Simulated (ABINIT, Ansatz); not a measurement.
# KBr (Fm-3m): G0W0 on several meshes in ABINIT, part 2 of 2

Wanted: mesh dependence and cost of G0W0 for KBr (Fm-3m).

ABINIT 10.8.3; LDA and many-body steps on it, plane waves. Known limits of the many-body steps: not at the basis limit; no spin-orbit coupling; coarse k mesh.

So far. Step 4 (4×4×4): The gap on the mesh goes from 4.03 eV to 6.79 eV, a correction of +2.75 eV. Step 5 (Empty states on the mesh, 2×2×2 mesh, 103 bands): On this mesh the gap is 4.032 eV.

## 6. Screening, 2×2×2 mesh, 95 bands, screening to 141.5 eV

This step: RPA screening on LDA, plane waves, norm-conserving pseudopotentials.

File run.abi:

```
acell 3*1.0 Angstrom
rprim 
  0.000000000000 3.300000000000 3.300000000000
  3.300000000000 0.000000000000 3.300000000000
  3.300000000000 3.300000000000 0.000000000000
ntypat 2
znucl 19 35
natom 2
typat 1 2
xred 
  0.000000000000 0.000000000000 0.000000000000
  0.500000000000 0.500000000000 0.500000000000
pp_dirpath "pseudos"
pseudos "K.upf, Br.upf"
ecut 32
ngkpt 2 2 2
nshiftk 1
shiftk 0 0 0
kptopt 1
chksymbreak 0
istwfk *1
occopt 1
irdwfk 1
optdriver 3
nband 95
ecuteps 5.2
inclvkb 2
awtr 1
symchi 1
indata_prefix "in"
outdata_prefix "out"
tmpdata_prefix "tmp"
```

On the command line:

```sh
> OMP_NUM_THREADS=1 mpirun -n 4 abinit run.abi > log
```

Numbers of over 12 decimals in the logs are rounded to 6 here.

Output:

```text
.Version 10.8.3 of ABINIT. v10.8.2 released Aug 2026.

 Symmetries : space group Fm -3 m (#225); Bravais cF (face-center cubic)
[... echo of the input left out ...]
== DATASET  1 ==================================================================
-   mpi_nproc: 4, omp_nthreads: 1 (-1 if OMP is not activated)

--- !DatasetInfo
iteration_state: {dtset: 1, }
dimensions: {natom: 2, nkpt: 3, mband: 95, nsppol: 1, nspinor: 1, nspden: 1, mpw: 4279, }
cutoff_energies: {ecut:  32.0, pawecutdg:  -1.0, }
electrons: {nelect:   1.60000000E+01, charge:   0.00000000E+00, occopt:   1.00000000E+00, tsmear:   1.00000000E-02, }

 SCREENING: Calculation of the susceptibility and dielectric matrices

 Based on a program developped by R.W. Godby, V. Olevano, G. Onida, and L. Reining.
 Incorporated in ABINIT by V. Olevano, G.-M. Rignanese, and M. Torrent.
.Using double precision arithmetic ; gwpc =  8

[... cell and pseudopotentials left out ...]
--------------------------------------------------------------------------------

 ==== K-mesh for the wavefunctions ====
 Number of points in the irreducible wedge :     3
[... list of points left out ...]
 Together with 48 symmetry operations and time-reversal symmetry
 yields     8 points in the full Brillouin Zone.

 ==== Q-mesh for the screening function ====
 Number of points in the irreducible wedge :     3
[... list of points left out ...]
 Together with 48 symmetry operations and time-reversal symmetry
 yields     8 points in the full Brillouin Zone.

 setmesh: FFT mesh size selected  =    32x   32x   32
          total number of points  =        32768

 vcoul_init : cutoff-mode = AUXILIARY_FUNCTION
 q-points for optical limit:   1
     1)      0.000010    0.000020    0.000030

- screening: taking advantage of time-reversal symmetry
- Maximum band index for partially occupied states nbvw = 8
- Remaining bands to be divided among processors   nbcw = 87
- Number of bands treated by each node ~21

 Number of electrons calculated from density =   16.0000; Expected =   16.0000
 average of density, n =  0.032988
 r_s =    1.9343
 omega_plasma =   17.5199 [eV]

 calculating chi0 at frequencies [eV] :
  1    0.000000E+00    0.000000E+00
  2    0.000000E+00    1.751989E+01

--------------------------------------------------------------------------------
  q-point number  1        q = ( 0.000000, 0.000000, 0.000000) [r.l.u.]
--------------------------------------------------------------------------------
[... chi0 elements left out ...]
 For q-point:  0.000010 0.000020 0.000030
  dielectric constant =   3.0673
  dielectric constant without local fields =   3.6207

  Average fulfillment of the sum rule on Im[epsilon] for q-point    1 :     72.85  [%]
[... wings left out ...]
  q-point number  2        q = ( 0.500000, 0.000000, 0.000000) [r.l.u.]
--------------------------------------------------------------------------------
[... chi0 elements left out ...]
  Average fulfillment of the sum rule on Im[epsilon] for q-point    2 :     78.53  [%]

 [... 1 further q-points ...]
```

The job ended after 3.5 s (4 MPI ranks of Arm Neoverse V2, shared host; peak memory 0.58 GiB; 14 s of CPU time).

This step gave:

| Item | Value |
| --- | --- |
| ε∞ with local fields, on this mesh, along the program's q direction | 3.067 |
| the same without local fields | 3.621 |
| plasma frequency | 17.52 eV |
| plane waves in the screening matrix | 283 |

## 7. 2×2×2

This step: G0W0 on LDA, plane waves, norm-conserving pseudopotentials.

Edit run.abi of step 6 so:

```diff
@@ -23,8 +23,15 @@
 irdwfk 1
-optdriver 3
+optdriver 4
 nband 95
+gwcalctyp 0
+ecutsigx 32
+symsigma 1
+nkptgw 1
+kptgw 
+  0.0000000000 0.0000000000 0.0000000000
+bdgw 
+  6 12
 ecuteps 5.2
-inclvkb 2
-awtr 1
-symchi 1
+irdscr 1
+ppmodel 1
 indata_prefix "in"
```

Output:

```text
.Version 10.8.3 of ABINIT. v10.8.2 released Aug 2026.

 Symmetries : space group Fm -3 m (#225); Bravais cF (face-center cubic)
[... echo of the input left out ...]
== DATASET  1 ==================================================================
-   mpi_nproc: 4, omp_nthreads: 1 (-1 if OMP is not activated)

--- !DatasetInfo
iteration_state: {dtset: 1, }
dimensions: {natom: 2, nkpt: 3, mband: 95, nsppol: 1, nspinor: 1, nspden: 1, mpw: 4279, }
cutoff_energies: {ecut:  32.0, pawecutdg:  -1.0, }
electrons: {nelect:   1.60000000E+01, charge:   0.00000000E+00, occopt:   1.00000000E+00, tsmear:   1.00000000E-02, }

 SIGMA: Calculation of the GW corrections

 Based on a program developped by R.W. Godby, V. Olevano, G. Onida, and L. Reining.
 Incorporated in ABINIT by V. Olevano, G.-M. Rignanese, and M. Torrent.
.Using double precision arithmetic ; gwpc =  8

[... cell and pseudopotentials left out ...]
--------------------------------------------------------------------------------

 ==== K-mesh for the wavefunctions ====
 Number of points in the irreducible wedge :     3
[... list of points left out ...]
 Together with 48 symmetry operations and time-reversal symmetry
 yields     8 points in the full Brillouin Zone.

 ==== Q-mesh for screening function ====
 Number of points in the irreducible wedge :     3
[... list of points left out ...]
 Together with 48 symmetry operations and time-reversal symmetry
 yields     8 points in the full Brillouin Zone.

 vcoul_init : cutoff-mode = AUXILIARY_FUNCTION
 q-points for optical limit:   1
     1)      0.000010    0.000020    0.000030
 setmesh: FFT mesh size selected  =    45x   45x   45
          total number of points  =        91125

 Number of electrons calculated from density =   16.0000; Expected =   16.0000
[...]
number of q-points in BZ                            8
 number of frequencies for dSigma/dE                 9
 frequency step for dSigma/dE [eV]                0.25
 number of omega for Sigma on real axis              0
 max omega for Sigma on real axis  [eV]           0.00
 zcut for avoiding poles [eV]                     0.10

 EPSILON^-1 parameters (SCR file):
 dimension of the eps^-1 matrix on file            283
 dimension of the eps^-1 matrix used               283
 number of plane-waves for wavefunctions          4279
 number of bands                                    95
 number of q-points in IBZ                           3
 number of frequencies                               2
 number of real frequencies                          1
 number of imag frequencies                          1

 matrix elements of self-energy operator (all in [eV])

 Perturbative Calculation

--- !SelfEnergy_ee
iteration_state: {dtset: 1, }
kpoint     : [   0.000,    0.000,    0.000, ]
spin       : 1
KS_gap     :    4.032
QP_gap     :    6.524
Delta_QP_KS:    2.492
data: !SigmaeeData |
     Band     E0 <VxcDFT>   SigX SigC(E0)      Z dSigC/dE  Sig(E)    E-E0       E
        6  -0.201 -12.660 -16.108   1.898   0.811  -0.234 -13.917  -1.256  -1.458
        7  -0.201 -12.660 -16.108   1.898   0.811  -0.234 -13.917  -1.256  -1.458
        8  -0.201 -12.660 -16.108   1.898   0.811  -0.234 -13.917  -1.256  -1.458
        9   3.831  -7.226  -2.870  -2.912   0.855  -0.169  -5.991   1.236   5.066
       10   7.158  -8.691  -3.594  -2.986   0.852  -0.173  -6.892   1.798   8.956
       11   7.158  -8.691  -3.594  -2.986   0.852  -0.173  -6.892   1.798   8.956
       12   7.158  -8.691  -3.594  -2.986   0.852  -0.173  -6.892   1.798   8.956

== END DATASET(S) ==============================================================
================================================================================

 -outvars: echo values of variables after computation  --------
           etotal      0.0000000000E+00
            nband          95
             nkpt           3
          spgroup         225
 [... the other variables as echoed above ...]

 Calculation completed.
```

It took 3.7 s on 4 MPI ranks; peak memory 0.63 GiB.

Numbers from this step:

- G0W0 gap on the points computed: 6.524 eV
- starting gap on the mesh: 4.032 eV
- k of the valence top: 0, 0, 0
- k of the conduction bottom: 0, 0, 0
- Z at the valence top: 0.811
- Z at the conduction bottom: 0.855
- least direct G0W0 gap on the computed points: 6.524 eV

Against G0W0 in ABINIT (4×4×4 mesh, 95 bands, screening to 141.5 eV, Godby-Needs plasmon pole), the gap moves by −0.261 eV.

## 8. Side by side

Times are wall times on 4 MPI ranks of Arm Neoverse V2, shared host, good to a factor of about two. A run's time includes the screening step that it read.

```csv
run,mesh,bands,screening cutoff (eV),DFT gap (eV),gap on the mesh (eV),direct (eV),ε∞ used,time
4×4×4,4×4×4,95,141.5,4.032,6.785,6.785,2.50,27 s
2×2×2,2×2×2,95,141.5,4.032,6.524,6.524,3.07,7.3 s
```

## 9. Summary of results

```
4×4×4        : 6.785 eV
2×2×2        : 6.524 eV
known limits : not at the basis limit; no spin-orbit coupling; coarse k mesh
```

What this shows: 2×2×2: −0.261 eV against 4×4×4. Bands and cutoff are finite, so the gap is not at the basis limit. The miss can reach some tenths of an eV and take either sign; the mesh is an error of its own. In the first G0W0 run levels were corrected at 1 k point alone, so a gap called «on the mesh» is the least over those, and an edge elsewhere would be missed. The many-body steps are scalar-relativistic: spin-orbit coupling is not in them.

[Paths, hosts, dates, memory and timing lines, banners, echoed tables and standing remarks are left out of the program output.]

[Logs are printed without paths, hosts, clocks, repeated set-up lines and the standing remarks that a program may print on its own settings, such as how far it seeks lower states.]

[Runs of the session that timed out or met a known fault of the program may be left out.]

[No measured gap is set beside runs whose start may be inverted or whose files or cutoffs have a known fault.]

[Hosts, paths, dates, database ids (printed as entryN), source tags and the programs' standing remarks are cut or masked in the printed files.]

[G0W0 gaps are taken among the corrected bands and points alone; a level outside them can change the order at an edge.]

[Where Ansatz stands beside ABINIT at settings called matched, ABINIT's density can come from a denser mesh and the files from another edition; pairs whose starting gaps differed by over 0.03 eV were left out, so agreement reads better than it is.]
